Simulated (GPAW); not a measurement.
## Dielectric function and optical constants of Si2Ni

Aim: the dielectric function of Si2Ni, and the optical constants that follow from it.

Main program and level: GPAW 26.7.0; DFT, LDA, plane-wave PAW (GPAW data sets), scalar-relativistic, RPA, optical limit.

Most raw output is cut from this account.

### 1. The starting structure

The structure is cubic, space group Fm-3m (No. 225). The conventional cell has a = 5.406 Å, b = 5.406 Å, c = 5.406 Å, α = 90.00°, β = 90.00°, γ = 90.00°. Nearest to Ni lie 8 Si at 2.34 Å. Nearest to Si lie 4 Ni at 2.34 Å. Farther neighbours are not listed.

### 2. Ground state

The self-consistent density comes first; it also tells whether there is a gap, which decides the occupations and the need for a Drude term.

This step: DFT, LDA, plane-wave PAW (GPAW data sets), scalar-relativistic, ground state (GPAW 26.7.0).

gs.py

```python
from ase import Atoms
from ase.dft.bandgap import bandgap
from gpaw import GPAW, PW, FermiDirac

atoms = Atoms(['Ni', 'Si', 'Si'],
              cell=[[0.000000000000, 2.703000000000, 2.703000000000],
                    [2.703000000000, 0.000000000000, 2.703000000000],
                    [2.703000000000, 2.703000000000, 0.000000000000]],
              scaled_positions=[[0.000000000000, 0.000000000000, 0.000000000000],
                                [0.750000000000, 0.750000000000, 0.750000000000],
                                [0.250000000000, 0.250000000000, 0.250000000000]],
              pbc=[True, True, True])
atoms.set_initial_magnetic_moments([1.0, 0.0, 0.0])
atoms.calc = GPAW(mode=PW(500), xc='LDA', kpts={'size': (7, 7, 7), 'gamma': True},
                  occupations=FermiDirac(0.05), maxiter=150, txt='gs.txt')
print('energy (eV)', atoms.get_potential_energy())
print('Fermi level (eV)', atoms.calc.get_fermi_level())
print('valence electrons', atoms.calc.get_number_of_electrons())
print('gap (eV)', bandgap(atoms.calc, output=None)[0])
print('direct gap (eV)', bandgap(atoms.calc, direct=True, output=None)[0])
print('moments', atoms.get_magnetic_moments().round(3).tolist())
atoms.calc.write('gs.gpw')
```

Started as:

```bash
$ OMP_NUM_THREADS=1 python gs.py
```

The job ended after 11 s (1 thread of Arm Neoverse V2, shared host; peak memory 0.15 GiB).

Read-outs, printed or worked out from the files:

| Quantity | Value |
| --- | --- |
| energy | -21.72 eV |
| Fermi energy | 9.399 eV |
| electrons | 24 |

There are states at the Fermi level within the smearing, so the occupations stay smeared and the carriers get a Drude term.

### 3. Bands for the response

The response needs many more empty bands than the density does.

This step: DFT, LDA, plane-wave PAW (GPAW data sets), scalar-relativistic, bands at fixed density (GPAW 26.7.0).

nscf.py

```python
from ase.dft.bandgap import bandgap
from gpaw import GPAW, FermiDirac

calc = GPAW('gs.gpw').fixed_density(kpts={'size': (16, 16, 16), 'gamma': True}, nbands=39, convergence={'bands': 33},
                                    occupations=FermiDirac(0.05), txt='nscf.txt')
print('gap (eV)', bandgap(calc, output=None)[0])
print('direct gap (eV)', bandgap(calc, direct=True, output=None)[0])
print('top band over the Fermi level (eV)', min(calc.get_eigenvalues(kpt=k)[32] for k in range(len(calc.get_ibz_k_points()))) - calc.get_fermi_level())
calc.write('full.gpw', mode='all')
```

Started as:

```bash
$ OMP_NUM_THREADS=1 python nscf.py
```

Elapsed: 3.6 min, on 1 thread; peak memory 0.38 GiB.

### 4. Dielectric function, RPA

Transitions between filled and empty bands, summed over the zone, give the optical response, so mesh, band count and broadening shape it.

The induced potential is part of this response.

This step: DFT, LDA, plane-wave PAW (GPAW data sets), scalar-relativistic, RPA, optical limit (GPAW 26.7.0).

df.py

```python
from gpaw.response.df import DielectricFunction

df = DielectricFunction('full.gpw', frequencies={'type': 'nonlinear', 'domega0': 0.03, 'omega2': 8},
                        ecut=50,
                        eta=0.2,
                        nbands=33,
                        rate=0.1,
                        txt='df.txt')
for direction in ['x']:
    df.get_dielectric_function(xc='RPA', direction=direction, filename=f'df_{direction}.csv')
```

Started as:

```bash
$ OMP_NUM_THREADS=1 python df.py
```

Elapsed: 26 s, on 1 thread; peak memory 0.26 GiB.

This step gave:

| Item | Value |
| --- | --- |
| main peak of the optical conductivity above 1 eV, first axis | 2.787 eV |

Table of Im ε, E ∥ x by photon energy; read off at these points:

| photon energy (eV) | Im ε, E ∥ x |
| --- | --- |
| 0.50 | 91.0 |
| 1.00 | 25.7 |
| 1.50 | 14.2 |
| 2.00 | 16.7 |
| 2.50 | 22.3 |
| 2.74 | 25.1 |
| 3.00 | 20.9 |
| 3.50 | 13.9 |
| 4.00 | 11.5 |
| 4.50 | 12.4 |
| 5.00 | 12.5 |
| 5.50 | 10.7 |
| 6.00 | 10.3 |
| 6.50 | 7.89 |
| 7.00 | 6.01 |
| 7.50 | 4.71 |
| 8.00 | 4.02 |
| 8.50 | 3.36 |
| 9.00 | 2.65 |
| 9.50 | 2.27 |
| 10.00 | 1.92 |
| 10.50 | 1.57 |
| 11.00 | 1.48 |
| 11.50 | 1.20 |
| 12.00 | 1.09 |
| 12.50 | 0.944 |
| 13.00 | 0.832 |
| 13.50 | 0.653 |
| 14.00 | 0.592 |
| 14.50 | 0.543 |
| 15.00 | 0.485 |
| 15.50 | 0.437 |
| 16.00 | 0.411 |
| 16.50 | 0.402 |
| 17.00 | 0.351 |
| 17.50 | 0.316 |
| 18.00 | 0.276 |
| 18.50 | 0.282 |
| 19.00 | 0.263 |
| 19.50 | 0.244 |

The Re ε, E ∥ x by photon energy:

| photon energy (eV) | Re ε, E ∥ x |
| --- | --- |
| 0.5 | -113 |
| 1.0 | -21.2 |
| 1.5 | -1.25 |
| 2.0 | 7.19 |
| 2.5 | 7.23 |
| 3.0 | -3.82 |
| 3.5 | -3.00 |
| 4.0 | -1.02 |
| 4.5 | -0.100 |
| 5.0 | -2.35 |
| 5.5 | -2.79 |
| 6.0 | -4.60 |
| 6.5 | -5.61 |
| 7.0 | -5.16 |
| 7.5 | -4.77 |
| 8.0 | -4.07 |
| 8.5 | -3.82 |
| 9.0 | -3.42 |
| 9.5 | -3.06 |
| 10.0 | -2.71 |
| 10.5 | -2.38 |
| 11.0 | -2.09 |
| 11.5 | -1.86 |
| 12.0 | -1.66 |
| 12.5 | -1.48 |
| 13.0 | -1.33 |
| 13.5 | -1.16 |
| 14.0 | -0.957 |
| 14.5 | -0.825 |
| 15.0 | -0.704 |
| 15.5 | -0.586 |
| 16.0 | -0.461 |
| 16.5 | -0.411 |
| 17.0 | -0.341 |
| 17.5 | -0.266 |
| 18.0 | -0.178 |
| 18.5 | -0.107 |
| 19.0 | -0.0588 |
| 19.5 | -0.0191 |

Values under 1 per cm are given as 1. Table of absorption coefficient, E ∥ x by photon energy:

| photon energy (eV) | absorption coefficient, E ∥ x (1/cm) |
| --- | --- |
| 0.492 | 5.7e5 |
| 1.010 | 5.3e5 |
| 1.486 | 4.3e5 |
| 1.985 | 4.7e5 |
| 2.508 | 7.3e5 |
| 3.018 | 1.1e6 |
| 3.510 | 1.0e6 |
| 3.980 | 1.0e6 |
| 4.516 | 1.1e6 |
| 4.981 | 1.4e6 |
| 5.515 | 1.5e6 |
| 6.021 | 1.7e6 |
| 6.494 | 1.8e6 |
| 6.985 | 1.8e6 |
| 7.496 | 1.8e6 |
| 8.026 | 1.8e6 |
| 8.516 | 1.8e6 |
| 9.023 | 1.8e6 |
| 9.483 | 1.8e6 |
| 10.026 | 1.8e6 |
| 10.519 | 1.7e6 |
| 11.029 | 1.7e6 |
| 11.479 | 1.7e6 |
| 12.023 | 1.6e6 |
| 12.504 | 1.6e6 |
| 13.000 | 1.6e6 |
| 13.512 | 1.5e6 |
| 14.040 | 1.4e6 |
| 14.493 | 1.4e6 |
| 14.960 | 1.3e6 |
| 15.536 | 1.3e6 |
| 16.031 | 1.2e6 |
| 16.541 | 1.2e6 |
| 16.959 | 1.1e6 |
| 17.496 | 1.0e6 |
| 18.049 | 9.1e5 |
| 18.504 | 8.5e5 |
| 18.969 | 7.8e5 |
| 19.447 | 7.3e5 |

Refractive index n and extinction k against photon energy:

| photon energy (eV) | n | k |
| --- | --- | --- |
| 0.5 | 4.01 | 11.3 |
| 1.0 | 2.46 | 5.22 |
| 1.5 | 2.55 | 2.78 |
| 2.0 | 3.56 | 2.35 |
| 2.5 | 3.91 | 2.84 |
| 3.0 | 2.95 | 3.54 |
| 3.5 | 2.37 | 2.93 |
| 4.0 | 2.29 | 2.51 |
| 4.5 | 2.48 | 2.50 |
| 5.0 | 2.27 | 2.74 |
| 5.5 | 2.04 | 2.63 |
| 6.0 | 1.82 | 2.82 |
| 6.5 | 1.43 | 2.77 |
| 7.0 | 1.18 | 2.56 |
| 7.5 | 0.983 | 2.40 |
| 8.0 | 0.908 | 2.21 |
| 8.5 | 0.796 | 2.11 |
| 9.0 | 0.674 | 1.97 |
| 9.5 | 0.614 | 1.85 |
| 10.0 | 0.552 | 1.74 |
| 10.5 | 0.486 | 1.62 |
| 11.0 | 0.484 | 1.52 |
| 11.5 | 0.421 | 1.43 |
| 12.0 | 0.404 | 1.35 |
| 12.5 | 0.371 | 1.27 |
| 13.0 | 0.346 | 1.20 |
| 13.5 | 0.292 | 1.12 |
| 14.0 | 0.290 | 1.02 |
| 14.5 | 0.285 | 0.952 |
| 15.0 | 0.275 | 0.883 |
| 15.5 | 0.269 | 0.811 |
| 16.0 | 0.280 | 0.735 |
| 16.5 | 0.286 | 0.702 |
| 17.0 | 0.272 | 0.644 |
| 17.5 | 0.271 | 0.583 |
| 18.0 | 0.275 | 0.504 |
| 18.5 | 0.312 | 0.452 |
| 19.0 | 0.325 | 0.405 |
| 19.5 | 0.336 | 0.363 |

The loss function −Im 1/ε at q → 0, E ∥ x by energy loss; read off at these points:

| energy loss (eV) | loss function −Im 1/ε at q → 0, E ∥ x |
| --- | --- |
| 1 | 0.0232 |
| 2 | 0.0504 |
| 3 | 0.0463 |
| 4 | 0.0864 |
| 5 | 0.0774 |
| 6 | 0.0811 |
| 7 | 0.0959 |
| 8 | 0.123 |
| 9 | 0.142 |
| 10 | 0.174 |
| 11 | 0.225 |
| 12 | 0.276 |
| 13 | 0.339 |
| 14 | 0.467 |
| 15 | 0.663 |
| 16 | 1.08 |
| 17 | 1.47 |
| 18 | 2.56 |
| 19 | 3.62 |

At chosen wavelengths:

| wavelength (nm) | n | k | R (%) | 1/α |
| --- | --- | --- | --- | --- |
| 1064 | 2.27 | 4.402 | 69.8 | 19 nm |
| 633 | 3.52 | 2.347 | 45.7 | 21 nm |
| 532 | 3.91 | 2.613 | 49.4 | 16 nm |
| 450 | 3.66 | 3.418 | 56.2 | 10 nm |
| 365 | 2.44 | 3.042 | 53.7 | 9.5 nm |
| 308 | 2.30 | 2.493 | 46.2 | 9.8 nm |
| 248 | 2.27 | 2.742 | 50.1 | 7.2 nm |

A polished face would reflect 48 % of daylight and look faintly blue (CIE x = 0.298, y = 0.313 under D65).

### 5. What came out

* main peak of the optical conductivity above 1 eV, first axis: 2.79 eV

**Reading.** At this level (LDA, RPA) Si2Ni is a metal; it reflects 48 % at 550 nm. A polished face would reflect 48 % of daylight and look faintly blue (CIE x = 0.298, y = 0.313 under D65). The carriers' damping of 0.1 eV is typed, not computed; it shapes the response at the lowest energies. The magnetic state comes from one start and need not be the lowest. The sum runs over mesh points, so small or evenly spaced maxima can still be ripples of the mesh. In this version of GPAW the matrix elements of the optical limit are incomplete, which can lower ε − 1 by up to a tenth where first-row anions or d states rule, and shift it by more in d metals. GPAW's carrier term has the form −ωp²/(ω + i·rate)², which damps like twice the rate and fails at low energy, so the curves leave the lowest energies out.

[Machine, clock and banner lines and Python warnings are left out of the logs.]

[Logs are printed without paths, hosts, clocks, repeated set-up lines and the standing remarks that a program may print on its own settings, such as how far it seeks lower states.]

[Hosts, paths, dates, database ids (printed as entryN), source tags and the programs' standing remarks are cut or masked in the printed files.]
